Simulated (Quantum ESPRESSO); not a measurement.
**CrO2: orders under volume**

Aim: follow moments and order energies of CrO2 with volume.

Program: Quantum ESPRESSO 7.5. Level of theory: PBE; plane waves with GBRV 1.5 PBE potentials, no spin-orbit coupling. Results are calculated unless marked as measured.

### Step 1. Set-up

It takes space group P4_2/mnm (No. 136, tetragonal). The conventional cell has a = 4.421 Å, b = 4.421 Å, c = 2.917 Å, α = 90.00°, β = 90.00°, γ = 90.00°. Nearest to Cr lie 6 O at 1.89 to 1.91 Å. O has 3 Cr at 1.89 to 1.91 Å nearest. Farther neighbours and most contacts between anions are not listed.

The lattice constants were typed from memory of published values and not checked against a source.

### Step 2. Volume 0.91, ferro ++

All lengths scale alike; the factor is that of the volume. Atoms keep their fractional places. Seeded atoms are those given a starting moment.

File pw.in:

```
&CONTROL
  calculation = 'scf'
  prefix = 'pwscf'
  outdir = './tmp'
  pseudo_dir = './pseudo'
  disk_io = 'nowf'
  tprnfor = .true.
  tstress = .true.
/
&SYSTEM
  ibrav = 0
  celldm(1) = 8
  nat = 6
  ntyp = 2
  ecutwfc = 40
  ecutrho = 280
  nbnd = 39
  occupations = 'smearing'
  smearing = 'fd'
  degauss = 0.00367493
  nspin = 2
  starting_magnetization(1) = 0.2143
  starting_magnetization(2) = 0
/
&ELECTRONS
  conv_thr = 1.2d-08
  electron_maxstep = 150
  mixing_beta = 0.3
/
ATOMIC_SPECIES
Cr     51.9961 cr_pbe_v1.5.uspp.F.UPF
O      15.9990 o_pbe_v1.2.uspp.F.UPF
CELL_PARAMETERS alat
   1.0119907099928    0.0000000000000    0.0000000000000
   0.0000000000000    1.0119907099928    0.0000000000000
   0.0000000000000    0.0000000000000    0.6677170099635
ATOMIC_POSITIONS crystal
Cr      0.0000000000    0.0000000000    0.0000000000
Cr      0.5000000000    0.5000000000    0.5000000000
O       0.3030000000    0.3030000000    0.0000000000
O       0.6970000000    0.6970000000    0.0000000000
O       0.8030000000    0.1970000000    0.5000000000
O       0.1970000000    0.8030000000    0.5000000000
K_POINTS automatic
6 6 10 0 0 0
```

On the command line:

```bash
OMP_NUM_THREADS=1 mpirun -n 4 pw.x -nk 4 -in pw.in > pw.out
```

Log:

```text
Program PWSCF v.7.5 starts

     Message from routine setup:
     using ibrav=0 with symmetry is DISCOURAGED, use correct ibrav instead

     K-points division:     npool     =       4
     Subspace diagonalization in iterative solution of the eigenvalue problem:

     bravais-lattice index     =            0
     lattice parameter (alat)  =       8.0000  a.u.
     unit-cell volume          =     350.1188 (a.u.)^3
     number of atoms/cell      =            6
     number of atomic types    =            2
     number of electrons       =        52.00
     number of Kohn-Sham states=           39
     kinetic-energy cutoff     =      40.0000  Ry
     charge density cutoff     =     280.0000  Ry
     scf convergence threshold =      1.2E-08
     mixing beta               =       0.3000
     number of iterations used =            8  plain     mixing
     Exchange-correlation= SLA  PW   PBE  PBE
                           (   1   4   3   4   0   0   0)

     celldm(1)=   8.000000  celldm(2)=   0.000000  celldm(3)=   0.000000
     celldm(4)=   0.000000  celldm(5)=   0.000000  celldm(6)=   0.000000

     crystal axes: (cart. coord. in units of alat)
               a(1) = (   1.011991   0.000000   0.000000 )
               a(2) = (   0.000000   1.011991   0.000000 )
               a(3) = (   0.000000   0.000000   0.667717 )

     reciprocal axes: (cart. coord. in units 2 pi/alat)
               b(1) = (  0.988151  0.000000  0.000000 )
               b(2) = (  0.000000  0.988151  0.000000 )
               b(3) = (  0.000000  0.000000  1.497640 )

     PseudoPot. # 1 for Cr read from file:
     cr_pbe_v1.5.uspp.F.UPF
     Pseudo is Ultrasoft + core correction, Zval = 14.0

     PseudoPot. # 2 for O  read from file:
     o_pbe_v1.2.uspp.F.UPF
     Pseudo is Ultrasoft + core correction, Zval =  6.0

     atomic species   valence    mass     pseudopotential
     Cr               14.00    51.99610     Cr( 1.00)
     O                 6.00    15.99900     O ( 1.00)

     Starting magnetic structure
     atomic species   magnetization
     Cr              0.214
     O               0.000

     16 Sym. Ops., with inversion, found ( 8 have fractional translation)

   Cartesian axes

     site n.     atom                  positions (alat units)
         1        Cr     tau(   1) = (   0.0000000   0.0000000   0.0000000  )
         2        Cr     tau(   2) = (   0.5059954   0.5059954   0.3338585  )
         3        O      tau(   3) = (   0.3066332   0.3066332   0.0000000  )
         4        O      tau(   4) = (   0.7053575   0.7053575   0.0000000  )
         5        O      tau(   5) = (   0.8126285   0.1993622   0.3338585  )
         6        O      tau(   6) = (   0.1993622   0.8126285   0.3338585  )

     number of k points=    60  Fermi-Dirac smearing, width (Ry)=  0.0037
                       cart. coord. in units 2pi/alat
        k(    1) = (   0.0000000   0.0000000   0.0000000), wk =   0.0027778
        k(    2) = (   0.0000000   0.0000000   0.1497640), wk =   0.0055556
        k(    3) = (   0.0000000   0.0000000   0.2995281), wk =   0.0055556
        k(    4) = (   0.0000000   0.0000000   0.4492921), wk =   0.0055556
        k(    5) = (   0.0000000   0.0000000   0.5990562), wk =   0.0055556
        [... 55 further k-points ...]

     Dense  grid:    27741 G-vectors     FFT dimensions: (  48,  48,  30)

     Smooth grid:    11977 G-vectors     FFT dimensions: (  36,  36,  24)

     Check: negative core charge=   -0.000008
     Generating pointlists ...
     new r_m :   0.1789 (alat units)  1.4310 (a.u.) for type    1
     new r_m :   0.1789 (alat units)  1.4310 (a.u.) for type    2

     Initial potential from superposition of free atoms

     starting charge      50.0000, renormalised to      52.0000

     negative rho (up, down):  2.040E-03 1.312E-03
     Starting wfcs are   36 randomized atomic wfcs +    3 random wfcs

     Self-consistent Calculation

     iteration #  1     ecut=    40.00 Ry     beta= 0.30
     Davidson diagonalization with overlap
     ethr =  1.00E-02,  avg # of iterations =  6.1

     negative rho (up, down):  1.836E-03 2.105E-03

     total energy              =    -479.64120690 Ry
     estimated scf accuracy    <       3.26945174 Ry

     total magnetization       =     4.00 Bohr mag/cell
     absolute magnetization    =     4.10 Bohr mag/cell

     iteration #  2     ecut=    40.00 Ry     beta= 0.30
     Davidson diagonalization with overlap
     ethr =  6.29E-03,  avg # of iterations =  1.5

     negative rho (up, down):  1.369E-03 2.323E-03

     total energy              =    -480.24608165 Ry
     estimated scf accuracy    <       0.71720372 Ry

     total magnetization       =     4.00 Bohr mag/cell
     absolute magnetization    =     4.61 Bohr mag/cell

     [... further iterations left out ...]

     iteration # 11     ecut=    40.00 Ry     beta= 0.30
     Davidson diagonalization with overlap
     ethr =  1.68E-10,  avg # of iterations =  2.0

     negative rho (up, down):  1.333E-04 5.340E-03

     total energy              =    -480.40589420 Ry
     estimated scf accuracy    <       0.00000003 Ry

     total magnetization       =     4.00 Bohr mag/cell
     absolute magnetization    =     4.39 Bohr mag/cell

     iteration # 12     ecut=    40.00 Ry     beta= 0.30
     Davidson diagonalization with overlap
     ethr =  5.91E-11,  avg # of iterations =  2.0

     negative rho (up, down):  1.329E-04 5.341E-03

     Magnetic moment per site  (integrated on atomic sphere of radius R)
     atom   1 (R=0.179)  charge= 10.4372  magn=  1.6517
     atom   2 (R=0.179)  charge= 10.4372  magn=  1.6517
     atom   3 (R=0.179)  charge=  5.1736  magn= -0.0354
     atom   4 (R=0.179)  charge=  5.1736  magn= -0.0354
     atom   5 (R=0.179)  charge=  5.1736  magn= -0.0354
     atom   6 (R=0.179)  charge=  5.1736  magn= -0.0354

     End of self-consistent calculation

     Number of k-points >= 100: set verbosity='high' to print the bands.

     the Fermi energy is    12.6789 ev

!    total energy              =    -480.40589446 Ry
     estimated scf accuracy    <          9.4E-09 Ry
     smearing contrib. (-TS)   =      -0.00083170 Ry
     internal energy E=F+TS    =    -480.40506275 Ry

     The total energy is F=E-TS. E is the sum of the following terms:
     one-electron contribution =    -187.11197258 Ry
     hartree contribution      =     123.11980412 Ry
     xc contribution           =     -74.40477175 Ry
     ewald contribution        =    -342.00812254 Ry

     total magnetization       =     4.00 Bohr mag/cell
     absolute magnetization    =     4.39 Bohr mag/cell

     convergence has been achieved in  12 iterations

     negative rho (up, down):  1.329E-04 5.341E-03

     Forces acting on atoms (cartesian axes, Ry/au):

     atom    1 type  1   force =     0.00000000    0.00000000    0.00000000
     atom    2 type  1   force =     0.00000000    0.00000000   -0.00000000
     atom    3 type  2   force =    -0.00774415   -0.00774415    0.00000000
     atom    4 type  2   force =     0.00774415    0.00774415    0.00000000
     atom    5 type  2   force =    -0.00774415    0.00774415   -0.00000000
     atom    6 type  2   force =     0.00774415   -0.00774415   -0.00000000

     Total force =     0.021904     Total SCF correction =     0.000014

     Computing stress (Cartesian axis) and pressure

     negative rho (up, down):  1.329E-04 5.341E-03
          total   stress  (Ry/bohr**3)                   (kbar)     P=      331.29
   0.00214885   0.00000000   0.00000000          316.11        0.00        0.00
   0.00000000   0.00214885   0.00000000            0.00      316.11        0.00
   0.00000000   0.00000000   0.00245842            0.00        0.00      361.65

=------------------------------------------------------------------------------=
   JOB DONE.
=------------------------------------------------------------------------------=
```

It took 37 s on 4 MPI ranks of Arm Neoverse V2, shared host; peak memory 0.44 GiB.

Spin moment in the atom's sphere by atom:

```
atom  spin moment in the atom's sphere (μB)
 Cr1                                   1.65
 Cr2                                   1.65
  O3                                  -0.04
  O4                                  -0.04
  O5                                  -0.04
  O6                                  -0.04
```

Numbers from this step:

| Item | Value |
| --- | --- |
| smearing term TS | 0.01132 eV |
| pressure | 33.13 GPa |
| magnetization | 4 μB |
| absolute magnetization | 4.385 μB |
| final state | ferromagnetic |

### Step 3. Volume 0.91, antiferro +-

pw.in, as its differences from that of step 2:

```diff
@@ -13,6 +13,6 @@
   nat = 6
-  ntyp = 2
+  ntyp = 3
   ecutwfc = 40
   ecutrho = 280
-  nbnd = 39
+  nbnd = 36
   occupations = 'smearing'
@@ -22,3 +22,4 @@
   starting_magnetization(1) = 0.2143
-  starting_magnetization(2) = 0
+  starting_magnetization(2) = -0.2143
+  starting_magnetization(3) = 0
 /
@@ -30,3 +31,4 @@
 ATOMIC_SPECIES
-Cr     51.9961 cr_pbe_v1.5.uspp.F.UPF
+Cr1    51.9961 cr_pbe_v1.5.uspp.F.UPF
+Cr2    51.9961 cr_pbe_v1.5.uspp.F.UPF
 O      15.9990 o_pbe_v1.2.uspp.F.UPF
@@ -37,4 +39,4 @@
 ATOMIC_POSITIONS crystal
-Cr      0.0000000000    0.0000000000    0.0000000000
-Cr      0.5000000000    0.5000000000    0.5000000000
+Cr1     0.0000000000    0.0000000000    0.0000000000
+Cr2     0.5000000000    0.5000000000    0.5000000000
 O       0.3030000000    0.3030000000    0.0000000000
```

Log:

```text
     [... lines left out ...]
Program PWSCF v.7.5 starts
     [... lines left out ...]
     number of atoms/cell      =            6
     [... lines left out ...]
     number of electrons       =        52.00
     number of Kohn-Sham states=           36
     kinetic-energy cutoff     =      40.0000  Ry
     charge density cutoff     =     280.0000  Ry
     scf convergence threshold =      1.2E-08
     [... lines left out ...]
      8 Sym. Ops., with inversion, found
     [... lines left out ...]
     number of k points=    78  Fermi-Dirac smearing, width (Ry)=  0.0037
     [... lines left out ...]
     iteration # 15     ecut=    40.00 Ry     beta= 0.30
     [... lines left out ...]
     Magnetic moment per site  (integrated on atomic sphere of radius R)
     atom   1 (R=0.179)  charge= 10.4406  magn=  1.3838
     atom   2 (R=0.179)  charge= 10.4412  magn= -1.3840
     atom   3 (R=0.179)  charge=  5.1679  magn=  0.0119
     atom   4 (R=0.179)  charge=  5.1679  magn=  0.0119
     atom   5 (R=0.179)  charge=  5.1689  magn= -0.0120
     atom   6 (R=0.179)  charge=  5.1689  magn= -0.0120
     [... lines left out ...]
     the Fermi energy is    12.5216 ev
!    total energy              =    -480.38419803 Ry
     estimated scf accuracy    <          6.1E-09 Ry
     smearing contrib. (-TS)   =      -0.00225163 Ry
     [... lines left out ...]
     total magnetization       =    -0.00 Bohr mag/cell
     absolute magnetization    =     3.60 Bohr mag/cell
     convergence has been achieved in  15 iterations
     [... lines left out ...]
     Total force =     0.009009     Total SCF correction =     0.000110
     [... lines left out ...]
          total   stress  (Ry/bohr**3)                   (kbar)     P=      315.51
     [... lines left out ...]
```

Wall time 50 s (4 MPI ranks); peak memory 0.47 GiB.

Spin moment in the atom's sphere by atom:

```
atom  spin moment in the atom's sphere (μB)
 Cr1                                   1.38
 Cr2                                  -1.38
  O3                                   0.01
  O4                                   0.01
  O5                                  -0.01
  O6                                  -0.01
```

Read from the output:

* smearing term TS: 0.03063 eV
* pressure: 31.55 GPa
* magnetization: 0 μB
* absolute magnetization: 3.6 μB
* final state: antiferromagnetic

### Step 4. Volume 0.91, no spin polarisation

pw.in, as its differences from that of step 3:

```diff
@@ -13,3 +13,3 @@
   nat = 6
-  ntyp = 3
+  ntyp = 2
   ecutwfc = 40
@@ -20,6 +20,2 @@
   degauss = 0.00367493
-  nspin = 2
-  starting_magnetization(1) = 0.2143
-  starting_magnetization(2) = -0.2143
-  starting_magnetization(3) = 0
 /
@@ -31,4 +27,3 @@
 ATOMIC_SPECIES
-Cr1    51.9961 cr_pbe_v1.5.uspp.F.UPF
-Cr2    51.9961 cr_pbe_v1.5.uspp.F.UPF
+Cr     51.9961 cr_pbe_v1.5.uspp.F.UPF
 O      15.9990 o_pbe_v1.2.uspp.F.UPF
@@ -39,4 +34,4 @@
 ATOMIC_POSITIONS crystal
-Cr1     0.0000000000    0.0000000000    0.0000000000
-Cr2     0.5000000000    0.5000000000    0.5000000000
+Cr      0.0000000000    0.0000000000    0.0000000000
+Cr      0.5000000000    0.5000000000    0.5000000000
 O       0.3030000000    0.3030000000    0.0000000000
```

Log:

```text
     [... lines left out ...]
Program PWSCF v.7.5 starts
     [... lines left out ...]
     number of atoms/cell      =            6
     [... lines left out ...]
     number of electrons       =        52.00
     number of Kohn-Sham states=           36
     kinetic-energy cutoff     =      40.0000  Ry
     charge density cutoff     =     280.0000  Ry
     scf convergence threshold =      1.2E-08
     [... lines left out ...]
     16 Sym. Ops., with inversion, found ( 8 have fractional translation)
     [... lines left out ...]
     number of k points=    60  Fermi-Dirac smearing, width (Ry)=  0.0037
     [... lines left out ...]
     iteration # 12     ecut=    40.00 Ry     beta= 0.30
     [... lines left out ...]
     the Fermi energy is    12.8940 ev
!    total energy              =    -480.33169709 Ry
     estimated scf accuracy    <          1.0E-09 Ry
     smearing contrib. (-TS)   =      -0.00471318 Ry
     [... lines left out ...]
     convergence has been achieved in  12 iterations
     [... lines left out ...]
     Total force =     0.067037     Total SCF correction =     0.000005
     [... lines left out ...]
          total   stress  (Ry/bohr**3)                   (kbar)     P=      246.54
     [... lines left out ...]
```

Run time: 16 s. Hardware: 4 MPI ranks; peak memory 0.36 GiB; 63 s of CPU time.

Numbers from this step:

| Quantity | Value |
| --- | --- |
| smearing term TS | 0.06413 eV |
| pressure | 24.65 GPa |
| final state | non-magnetic (no spin polarisation) |

### Step 5. Volume 1.09, ferro ++

pw.in, as its differences from that of step 4:

```diff
@@ -16,3 +16,3 @@
   ecutrho = 280
-  nbnd = 36
+  nbnd = 39
   occupations = 'smearing'
@@ -20,2 +20,5 @@
   degauss = 0.00367493
+  nspin = 2
+  starting_magnetization(1) = 0.2143
+  starting_magnetization(2) = 0
 /
@@ -30,5 +33,5 @@
 CELL_PARAMETERS alat
-   1.0119907099928    0.0000000000000    0.0000000000000
-   0.0000000000000    1.0119907099928    0.0000000000000
-   0.0000000000000    0.0000000000000    0.6677170099635
+   1.0747436659607    0.0000000000000    0.0000000000000
+   0.0000000000000    1.0747436659607    0.0000000000000
+   0.0000000000000    0.0000000000000    0.7091217538136
 ATOMIC_POSITIONS crystal
```

Log:

```text
     [... lines left out ...]
Program PWSCF v.7.5 starts
     [... lines left out ...]
     number of atoms/cell      =            6
     [... lines left out ...]
     number of electrons       =        52.00
     number of Kohn-Sham states=           39
     kinetic-energy cutoff     =      40.0000  Ry
     charge density cutoff     =     280.0000  Ry
     scf convergence threshold =      1.2E-08
     [... lines left out ...]
     16 Sym. Ops., with inversion, found ( 8 have fractional translation)
     [... lines left out ...]
     number of k points=    60  Fermi-Dirac smearing, width (Ry)=  0.0037
     [... lines left out ...]
     iteration # 14     ecut=    40.00 Ry     beta= 0.30
     [... lines left out ...]
     Magnetic moment per site  (integrated on atomic sphere of radius R)
     atom   1 (R=0.190)  charge= 10.7046  magn=  1.8499
     atom   2 (R=0.190)  charge= 10.7046  magn=  1.8499
     atom   3 (R=0.190)  charge=  5.3358  magn= -0.1139
     atom   4 (R=0.190)  charge=  5.3358  magn= -0.1139
     atom   5 (R=0.190)  charge=  5.3358  magn= -0.1139
     atom   6 (R=0.190)  charge=  5.3358  magn= -0.1139
     [... lines left out ...]
     the Fermi energy is     9.2469 ev
!    total energy              =    -480.43138656 Ry
     estimated scf accuracy    <          3.0E-10 Ry
     smearing contrib. (-TS)   =      -0.00078440 Ry
     [... lines left out ...]
     total magnetization       =     4.00 Bohr mag/cell
     absolute magnetization    =     5.03 Bohr mag/cell
     convergence has been achieved in  14 iterations
     [... lines left out ...]
     Total force =     0.019529     Total SCF correction =     0.000015
     [... lines left out ...]
          total   stress  (Ry/bohr**3)                   (kbar)     P=     -148.21
     [... lines left out ...]
```

Run time: 45 s. Hardware: 4 MPI ranks; peak memory 0.49 GiB.

Read from the output:

```yaml
smearing_term_ts: 0.01067 eV
pressure: -14.82 GPa
magnetization: 4 μB
absolute_magnetization: 5.027 μB
final_state: ferromagnetic
largest_moment: 1.850 μB
```

### Step 6. Trends

The runs not shown differ from these in the moved quantity alone.

States, by row:

| volume | ferro ++ | antiferro +- | no spin polarisation |
| --- | --- | --- | --- |
| 0.91 | ferromagnetic | antiferromagnetic | non-magnetic |
| 0.94 | ferromagnetic | antiferromagnetic | non-magnetic |
| 0.97 | ferromagnetic | antiferromagnetic | non-magnetic |
| 1 | ferromagnetic | antiferromagnetic | non-magnetic |
| 1.03 | ferromagnetic | antiferromagnetic | non-magnetic |
| 1.06 | ferromagnetic | antiferromagnetic | non-magnetic |
| 1.09 | ferromagnetic | antiferromagnetic | non-magnetic |

Largest site moment against volume:

```csv
volume (factor),ferro ++ (μB),antiferro +- (μB)
0.9100,1.65,1.38
0.9400,1.68,1.43
0.9700,1.72,1.48
1.0000,1.75,1.52
1.0300,1.78,1.56
1.0600,1.82,1.61
1.0900,1.85,1.65
```

The energy less that of the parallel start by volume; values in meV a seeded atom:

| volume (factor) | antiferro +- | no spin polarisation |
| --- | --- | --- |
| 0.9100 | 148 | 505 |
| 0.9400 | 155 | 549 |
| 0.9700 | 162 | 590 |
| 1.0000 | 167 | 630 |
| 1.0300 | 171 | 667 |
| 1.0600 | 174 | 702 |
| 1.0900 | 177 | 736 |

The energy over the lowest by volume; values in meV an atom:

| volume (factor) | ferro ++ | antiferro +- | no spin polarisation |
| --- | --- | --- | --- |
| 0.9100 | 91.8 | 141 | 260 |
| 0.9400 | 43.0 | 94.8 | 226 |
| 0.9700 | 13.4 | 67.3 | 210 |
| 1.0000 | 0 | 55.5 | 210 |
| 1.0300 | 0.319 | 57.2 | 223 |
| 1.0600 | 12.2 | 70.3 | 246 |
| 1.0900 | 34.0 | 92.9 | 279 |

### Step 7. Results

* moment, parallel start: 1.65 to 1.85 μB
* states met from these starts: antiferromagnetic and ferromagnetic

The moment of the parallel start goes from 1.65 μB at 0.91 to 1.85 μB at 1.09. The net moment of the cell goes from 4 to 4 μB. The radius of the spheres follows the nearest distance, so part of the change of the site moments is the spheres'. The largest moment of the start antiferro +- lies between 1.38 and 1.65 μB. The start antiferro +- lies over the parallel one at every finished point, by 148 to 177 meV a seeded atom. No Hubbard term acts here. In such compounds local and semilocal functionals without one often delocalise the d electrons, and can shrink or lose moments and miss the size, sign and order of the couplings.

[Logs and program files are shortened in this print: banners, set-up blocks, solver, clock and traceback lines can be left out without a mark of their own.]

[Logs are printed without paths, hosts, clocks, repeated set-up lines and the standing remarks that a program may print on its own settings, such as how far it seeks lower states.]

[Hosts, paths, dates, database ids (printed as entryN), source tags and the programs' standing remarks are cut or masked in the printed files.]

[Where a cell is said to come from a database of computed structures, the database is the Materials Project.]
